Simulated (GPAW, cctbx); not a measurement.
## Li2CuSbBr6: what bonding does to one electron reflection, worked out

Li2CuSbBr6, Fm-3m (no. 225), a = 10.8663 Å, b = 10.8663 Å, c = 10.8663 Å, α = 90.00°, β = 90.00°, γ = 90.00°.

| atom | mult. | x | y | z |
| --- | --- | --- | --- | --- |
| Sb1 | 4 | 0 | 0 | 0 |
| Br1 | 24 | 0 | 0 | 0.7423 |
| Cu1 | 4 | 1/2 | 0 | 0 |
| Li1 | 8 | 1/4 | 3/4 | 3/4 |

The start was made by putting kin elements into a known structure type; the compound need not exist, or be stable, in this form.

A DFT run (GPAW, PBE, 550 eV, 3×3×3 k-points, Fermi–Dirac width 0.05 eV) gives the static X-ray structure factor of 020 as 547.076 e for the conventional cell; superposed free atoms give 545.550 e. **Problem.** Find the Fourier component V of the crystal potential and the two-beam extinction distance at 120 kV in both cases.

**1. Geometry**

The cell volume is Ω = 1283.04 Å³ and d(020) = 5.4331 Å, so g = 1/d = 0.1841 Å⁻¹.

**2. The nuclei**

Electrons feel nuclei as well as electrons, so the nuclear charges are summed with the same phases.

Phase sums Σ exp(2πi h·x), turned so that the total is real and positive: Sb +4.000, Br +8.038, Cu +4.000, Li -8.000. Then F_Z = 51 × (+4.000) + 35 × (+8.038) + 29 × (+4.000) + 3 × (-8.000) = 577.32 e. The electron term has the same sign for this reflection.

**3. Mott–Bethe**

Poisson's equation, term by term, gives V = (e/4πε₀)(F_Z − F)/(πΩg²), with e/4πε₀ = 14.3996 V Å.

The prefactor is 14.3996 × 5.4331²/(π × 1283.04) = 0.10545 V per electron. Free atoms: (577.32 − 545.550) × 0.10545 = 3.351 V. Crystal: (577.32 − 547.076) × 0.10545 = 3.190 V. F changes by +0.28 % and V by -4.8 %: the same 1.53 e is measured against F_Z − F = 31.8 e in place of F = 545.5 e.

**4. Extinction distance**

In the two-beam case ξ = 1/(λU) with U = 2γm₀eV/h², that is ξ = 150.41 V Å²/(γλV).

At 120 kV, λ = 0.03349 Å and γ = 1.2348. Free atoms: ξ = 1085 Å. Crystal: ξ = 1140 Å. The thickness fringes go as sin²(πt/ξ), so the two patterns slip by a quarter of a period when t|1/ξ₁ − 1/ξ₀| = 1/4, at t ≈ 565 nm. Thermal motion, absorption and many-beam coupling, left out here, change a real pattern.

**5. Answer**

V(020) is 3.19 V against 3.35 V, and ξ is 1140 against 1085 Å. Limits: static atoms, two beams; no Hubbard U on Cu.
